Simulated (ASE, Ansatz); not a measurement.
# Structural relaxation of Nb(100)/C(110) interface (80 atoms)

Aim: bring Nb(100)/C(110) interface (80 atoms) to a nearby minimum of the energy and see what moves.

Program: Ansatz 0.2.0. Level of theory: Kohn-Sham DFT, revPBE, PAW (set soft_2), plane waves. Results are calculated unless marked as measured.

Report form: the programs' logs are mostly left out.

## (1) The starting structure

The cell holds 80 atoms: 20 Nb and 60 C. Its edges and angles: a = 7.134 Å, b = 7.567 Å, c = 24.460 Å, α = 90.0°, β = 90.0°, γ = 90.0°. It derives from Nb and C. Bcc Nb(100), 4 repeat layers, 5 surface cells, strained -3.32 and +2.54 %; diamond-structure C(110), 5 layers, 6 cells, -0.00 and -0.00 %; outer planes 2.45 Å apart, 12 Å of vacuum above; not relaxed, displaced by a Gaussian of 0.02 Å. Regions: Nb, 20 atoms (20 Nb); C, 60 atoms (60 C). Vacuum lies along c.

Before any run, some limits are plain. The host structure and its lattice constant were typed by rule, without a check against the phase diagram.

## (2) Single point at the start

The forces at the start show how far the geometry lies from a minimum of this functional.

File input.yaml:

```yaml
crystal:
  lattice:
    - [7.134, 0.0, 0.0]
    - [0.0, 7.5667, 0.0]
    - [0.0, 0.0, 24.45984]
  atoms:
    - { symbol: Nb, position: [0.59792, 0.7963, 0.24625] }
    - { symbol: Nb, position: [0.89676, 0.70069, 0.31312] }
    - { symbol: Nb, position: [0.59929, 0.80075, 0.38005] }
    - { symbol: Nb, position: [0.49791, 0.50439, 0.44678] }
    - { symbol: Nb, position: [0.19883, 0.60029, 0.24557] }
    - { symbol: Nb, position: [0.50627, 0.49968, 0.31219] }
    - { symbol: Nb, position: [0.1973, 0.59759, 0.37979] }
    - { symbol: Nb, position: [0.10539, 0.30127, 0.44928] }
[... 68 atom lines left out ...]
    - { symbol: C, position: [0.13143, 0.73791, 0.70184] }
    - { symbol: C, position: [0.25916, 0.90857, 0.70354] }
    - { symbol: C, position: [0.37627, 0.90728, 0.75316] }
    - { symbol: C, position: [0.00439, 0.73956, 0.75505] }
kpoints:
  mp_grid: { grid: [2, 2, 1] }
hamiltonian:
  xc: revpbe
scf:
  occupations: { method: fermi_dirac, width: 0.05 }
output:
  forces: true
```

The run is started by

```
> ansatz run input.yaml --threads 4 --pin off --max-ram 8192MiB --backend cpu --events-out ev --progress --plain --runs-dir out
```

Elapsed: 57 s, on 4 threads of Arm Neoverse V1, shared host; peak memory 6.3 GiB; 3.5 min of CPU time.

The program notes that it cut back its work space to fit the memory limit.

The run gave:

| Item | Value |
| --- | --- |
| free energy | -106196.0145 eV |
| free energy per atom | -1327.4502 eV/atom |
| SCF cycles | 12 |
| r.m.s. force component | 1.588 eV/Å |
| longest force | 5.733 eV/Å |
| Fermi energy | 6.327 eV |

The r.m.s. force component of 1.6 eV/Å sets the starting point.

Neighbours are counted within 1.85 Å (C-C).

Length of the force by element and coordination:

```csv
element,coordination,atoms,mean length of the force (eV/Å),spread,least,most
C,all,60,2.76,1.31,0.863,5.73
C,3,24,4.03,0.855,2.63,5.73
C,4,36,1.91,0.735,0.863,4.48
Nb,all,20,1.09,1.08,0.277,3.16
```

## (3) Relaxation

The atoms are relaxed in the fixed cell, aiming at the force tolerance of the input.

input.yaml, as its differences from that of step 2:

```diff
@@ -15 +15,4 @@
   forces: true
+relax:
+  f_tol: 0.05
+  max_steps: 46
```

Run time: 10 min. Hardware: 4 threads; peak memory 6 GiB.

Relaxation path:

```csv
step,energy less that of the first step (eV),largest force component (eV/Å)
1,0.0000,5.7221
2,-7.6976,3.2537
3,-11.4275,1.1769
4,-12.5620,0.7543
5,-13.3007,0.5175
6,-13.5345,0.4094
7,-13.6346,0.3418
8,-13.6432,0.3695
9,-13.7108,0.2047
10,-13.4902,0.3567
11,-13.7391,0.0952
12,-13.7515,0.1010
13,-13.6257,0.8554
14,-13.7603,0.0741
15,-13.7554,0.1484
16,-13.7638,0.0274
```

Relaxation steps 10, 13, 15 were tried and not accepted.

The atoms that moved most (Å):

```csv
atom,dx,dy,dz,length
Nb16,-0.654,0.134,0.557,0.870
Nb20,-0.443,0.111,0.496,0.674
Nb12,-0.019,-0.029,0.587,0.588
Nb8,-0.325,-0.121,0.451,0.569
Nb17,-0.283,0.220,0.430,0.560
Nb5,-0.309,-0.076,0.440,0.543
Nb9,-0.300,0.071,0.444,0.541
Nb13,-0.260,0.150,0.445,0.537
```

The relaxation changed the energy by -172 meV/atom, and atoms moved by 0.31 Å r.m.s., 0.87 Å at most.

## (4) Structure statistics after relaxation

Normalised to the volume that the atoms fill. Pair distribution functions g(r), in bins of 0.2 Å:

```csv
r (Å),total,C-C,C-Nb,Nb-Nb
1.40,1.27,2.25,0.00,0.00
1.60,3.06,5.43,0.00,0.00
1.80,0.00,0.00,0.00,0.00
2.00,0.00,0.00,0.00,0.00
2.20,0.15,0.00,0.41,0.00
2.40,1.38,2.37,0.12,0.00
2.60,2.97,5.20,0.15,0.00
2.80,1.04,0.99,0.06,7.38
3.00,2.59,4.04,0.19,3.97
3.20,0.42,0.20,0.22,3.59
3.40,0.38,0.34,0.17,1.94
3.60,0.88,1.37,0.15,0.69
3.80,1.45,2.33,0.32,0.21
4.00,0.34,0.44,0.24,0.00
4.20,0.49,0.75,0.20,0.00
4.40,2.17,3.62,0.27,0.52
4.60,1.45,2.00,0.42,2.60
4.80,0.37,0.29,0.22,1.88
5.00,0.94,1.39,0.36,0.36
5.20,1.16,1.76,0.26,1.13
5.40,0.76,0.69,0.42,3.38
5.60,1.42,1.96,0.35,2.84
5.80,0.75,0.89,0.48,1.10
6.00,0.25,0.13,0.41,0.33
6.20,0.63,0.84,0.42,0.00
6.40,0.83,1.15,0.39,0.50
6.60,1.55,2.41,0.42,0.61
6.80,1.12,1.61,0.53,0.32
```

## (5) Single point at the relaxed geometry

The electronic structure is read at the final geometry, in a run of its own.

File input.yaml:

```yaml
crystal:
  lattice:
    - [7.134, 0.0, 0.0]
    - [0.0, 7.5667, 0.0]
    - [0.0, 0.0, 24.45984]
  atoms:
    - { symbol: Nb, position: [0.56026, 0.80065, 0.26443] }
    - { symbol: Nb, position: [0.86082, 0.71076, 0.3259] }
    - { symbol: Nb, position: [0.54699, 0.81618, 0.39314] }
    - { symbol: Nb, position: [0.4775, 0.50992, 0.46497] }
    [... 70 atom lines left out ...]
    - { symbol: C, position: [0.39534, 0.90459, 0.64688] }
    - { symbol: C, position: [0.01811, 0.73874, 0.64642] }
    - { symbol: C, position: [0.14819, 0.73853, 0.69995] }
    - { symbol: C, position: [0.26449, 0.90492, 0.70036] }
    - { symbol: C, position: [0.40905, 0.90501, 0.74383] }
    - { symbol: C, position: [0.00423, 0.73845, 0.74394] }
kpoints:
  mp_grid: { grid: [2, 2, 1] }
hamiltonian:
  xc: revpbe
scf:
  occupations: { method: fermi_dirac, width: 0.05 }
output:
  forces: true
  populations: true
  dos:
    method: { smearing: { sigma: 0.1 } }
    de: 0.1
    projected:
      site_lists:
        C: [20, 21, 22, 23, 24, 25, 26, 27, 28, 29, 30, 31, 32, 33, 34, 35, 36, 37, 38, 39, 40, 41, 42, 43, 44, 45, 46, 47, 48, 49, 50, 51, 52, 53, 54, 55, 56, 57, 58, 59, 60, 61, 62, 63, 64, 65, 66, 67, 68, 69, 70, 71, 72, 73, 74, 75, 76, 77, 78, 79]
        Nb: [0, 1, 2, 3, 4, 5, 6, 7, 8, 9, 10, 11, 12, 13, 14, 15, 16, 17, 18, 19]
  eigenvalues: true
  write_density: true
  write_potential: true
  volumetric_format: npy
  elf: true
```

Wall time 1.8 min (4 threads); peak memory 6.5 GiB.

The program notes that the exchange-correlation potential is rough where the density is thin.

Numbers from this run:

```yaml
free_energy: -106209.7783 eV
free_energy_per_atom: -1327.6222 eV/atom
scf_cycles: 12
r_m_s_force_component: 0.00671 eV/Å
longest_force: 0.03024 eV/Å
fermi_energy: 6.471 eV
levels_partly_filled_by_over_2_per_cent: 24
spilling_of_the_projection: 0.004876
```

Löwdin charges by element (they lack the spilled electrons, 0.030 e an atom on average):

```csv
element,coordination,atoms,mean charge (e),spread,least,most
C,all,60,-0.003,0.0641,-0.160,0.0506
Nb,all,20,0.131,0.148,-9.0e-4,0.452
```

By region:

```csv
region,atoms,mean length of the force (eV/Å)
Nb,20,0.018
C,60,0.006
```

States in the cell by windows of 1 eV, zero at the Fermi level; the larger projections on atomic orbitals stand beside the total:

```csv
from (eV),to (eV),total,Nb d,C p,Nb s,C s
-14,-13,5.6,0.0,2.7,0.0,2.8
-13,-12,11.2,0.1,6.8,0.0,4.3
-12,-11,13.6,0.1,9.3,0.0,4.1
-11,-10,10.3,0.1,7.2,0.0,2.9
-10,-9,9.9,0.1,7.1,0.0,2.6
-9,-8,13.4,0.1,11.6,0.0,1.6
-8,-7,23.3,0.3,20.1,0.1,2.7
-7,-6,17.2,0.2,15.5,0.2,1.2
-6,-5,23.4,0.3,21.4,0.5,1.1
-5,-4,23.8,0.8,19.4,2.2,1.2
-4,-3,25.0,7.8,13.0,3.5,0.5
-3,-2,34.2,21.9,7.8,3.8,0.3
-2,-1,39.1,26.6,9.7,1.4,0.6
-1,0,38.2,23.5,10.8,2.1,0.7
0,1,30.3,22.4,4.6,1.7,0.5
1,2,25.6,15.5,6.5,1.5,0.8
2,3,32.7,26.0,3.6,1.1,0.5
3,4,30.6,24.6,2.1,1.2,0.5
4,5,26.5,15.2,2.6,2.4,1.1
```

Between -26 and -14 eV lie 51 more states.

About 160 of the 500 electrons lie in deeper levels, below the stored range.

The levels nearest the highest filled one (over half full), pooled over k-points and spins:

```csv
level less the highest filled one (eV),occupation
-0.0663,1.73
-0.0431,1.60
-0.0286,1.50
-0.0228,1.45
-0.0052,1.3
0,1.25
0.0361,0.896
0.0437,0.821
0.0697,0.586
0.0989,0.376
0.109,0.319
0.139,0.187
```

Planar average of the electrostatic potential energy along the normal, with the Fermi level as zero, after a running mean with a triangular window 4 Å wide at its base:

```csv
height (Å),potential energy (eV)
0.0,4.26
0.7,4.12
1.4,3.98
2.0,3.84
2.7,3.68
3.5,3.31
4.2,2.31
4.9,-0.35
5.6,-4.32
6.3,-8.55
6.9,-11.00
7.6,-11.74
8.3,-11.62
9.0,-11.02
9.8,-10.58
10.5,-9.97
11.1,-9.47
11.8,-8.84
12.5,-8.40
13.2,-9.42
13.9,-10.26
14.5,-11.52
15.4,-11.29
16.0,-11.64
16.7,-11.81
17.4,-11.51
18.1,-8.90
18.8,-4.21
19.4,0.70
20.1,3.76
20.8,4.80
21.6,4.81
22.3,4.69
23.0,4.55
23.6,4.42
24.3,4.28
```

Electrostatic potential energy in the ca plane at fractional y = 0.095, with atoms of Nb and C within 0.2 Å of it. With pseudopotentials it is smooth inside the atoms' cores, unlike the true potential.

Ten even steps from '0' (-60 eV) to '9' (11 eV), each cell a mean:
```
99873003799874346899999744799874479984148999
99875225899975457899999888999988899998789999
99987667899987778888889999999999999999999999
99999888877888899864468999999999999999999999
99999998632478999720026899987899998789999999
99999997300158998610006899852589984248999999
99999997200048999720026898720278872027999999
99999998410268999864468866742575575357689999
99999998755689999988888611588850068873138999
99999889888898889999999611589851168972028999
99988778999988668999999866899986689986568999
99987667899987557899999998999998899998899999
99987667899987667899999999999999999999999999
99998888999998778999999999988899998889999999
99999999999999999999999999865789986568999999
99999999999999999999999999720389973027999999
99998889999999999999999877720377773037899999
99987667899988778999999623676762277665368999
99874225899975457899998500588840068872027999
```
Columns run along c (16.0 Å, from fractional 0.18 to 0.83 of the cell; values clipped at the 3rd and 97th percentile), rows up along a (7.1 Å). Atoms in or near the plane, at fractional coordinates: Nb at (0.47, 0.70), Nb at (0.33, 0.66), C at (0.54, 0.52), C at (0.60, 0.64), C at (0.65, 0.52), C at (0.70, 0.65), C at (0.74, 0.50), C at (0.54, 0.02), C at (0.59, 0.15), C at (0.65, 0.02), C at (0.70, 0.15), C at (0.74, 0.00).

ELF in the ca plane at fractional y = 0.095, with atoms of Nb and C within 0.2 Å of it. It is the smooth field of the valence electrons, not physical close to the nuclei.

Ten even steps from '0' (0.01) to '9' (0.88), each cell a mean:
```
00147886345336774255323667621267752156567531
00136875345335653354211366410146630036665310
11113443344332322232211222100012210011222100
11222223333333222246641110023200002320000000
23344432577633442387783100257520026752000000
24566522776852342485484222466641146665311000
34666422763851352377774666752576575258775420
24555522687842453247656988985897798589988741
12333333355433344322127943886883387677468752
01111233322233222442126644642464463255357641
00011233444432332344213577620157751147776421
00012442345423553233211244200024420013543210
01112432244323543233110111011101101110111000
11112222333322222343211000145310014541000000
12222334433343223554222111367630036763100000
12333345543454345764224544653563365356543100
11212223444443224664348988963797796369987631
01113543345422222454359966987996698789788752
00126885345325653344337723764662375465258742
```
Columns run along c (16.0 Å, from fractional 0.18 to 0.83 of the cell), rows up along a (7.1 Å). Atoms in or near the plane, at fractional coordinates: Nb at (0.47, 0.70), Nb at (0.33, 0.66), C at (0.54, 0.52), C at (0.60, 0.64), C at (0.65, 0.52), C at (0.70, 0.65), C at (0.74, 0.50), C at (0.54, 0.02), C at (0.59, 0.15), C at (0.65, 0.02), C at (0.70, 0.15), C at (0.74, 0.00).

Mean Löwdin charges: C -0.00, Nb +0.13 e (they miss 0.49 % of the electrons, so they add up to more than the cell's charge). Charges this small depend on the projection, at times even in sign. Within 0.4 eV of the Fermi level the largest share is Nb d (64 % of the projected weight). The potential slopes across the vacuum by 0.20 eV/Å: the slab bears a dipole, and with periodic images along the normal there is no flat vacuum level to read.

Local excerpt of 14 atoms (numbers count through the whole input) about Nb12, whose charge lies farthest from its element's mean; x, y, z are measured from there.

```csv
atom,x,y,z,distance (Å),Löwdin charge (e)
Nb12,0.00,0.00,0.00,0.00,0.45
C22,-1.29,-0.17,1.80,2.22,-0.15
C21,1.42,1.06,1.77,2.50,-0.15
C51,1.41,-1.41,1.76,2.66,-0.16
Nb19,1.87,-0.68,-1.97,2.80,0.06
C42,2.31,-0.18,1.76,2.91,-0.16
Nb8,2.59,1.44,-0.09,2.97,0.35
C41,-2.10,1.09,1.82,2.98,-0.05
Nb3,-1.06,-2.11,-1.91,3.04,0.06
Nb20,0.99,-2.88,-0.07,3.05,0.35
Nb11,0.45,2.36,-1.90,3.06,0.05
C23,-0.37,-0.18,3.04,3.07,0.03
Nb15,-2.35,0.83,-1.84,3.10,0.05
C71,-2.12,-1.45,1.78,3.12,-0.14
```

## (6) Summary of results

- energy change in the relaxation: -172 meV/atom
- r.m.s. displacement: 0.313 Å
- largest displacement: 0.87 Å
- free energy per atom: -1327.6222 eV/atom
- r.m.s. force component: 0.00671 eV/Å
- wall time of the 3 DFT runs: 13 min

What this shows: Relaxation lowers the energy by 172 meV/atom and moves atoms by 0.31 Å r.m.s.; the r.m.s. force component goes from 1.6 to 0.0067 eV/Å. From the first step to the last the energy fell by 13.764 eV, and the largest move was 0.87 Å (Nb16). 24 levels are partly filled, by over 2 % (on the run's k-points): no clear gap opens at this level. Levels of broken or missing bonds inside a gap of the host would look the same.

What to keep in mind: The slab bears a dipole and has periodic images along its normal, so a spurious field crosses the vacuum.

[Logs are printed without paths, hosts, clocks, repeated set-up lines and the standing remarks that a program may print on its own settings, such as how far it seeks lower states.]

[Hosts, paths, dates, database ids (printed as entryN), source tags and the programs' standing remarks are cut or masked in the printed files.]
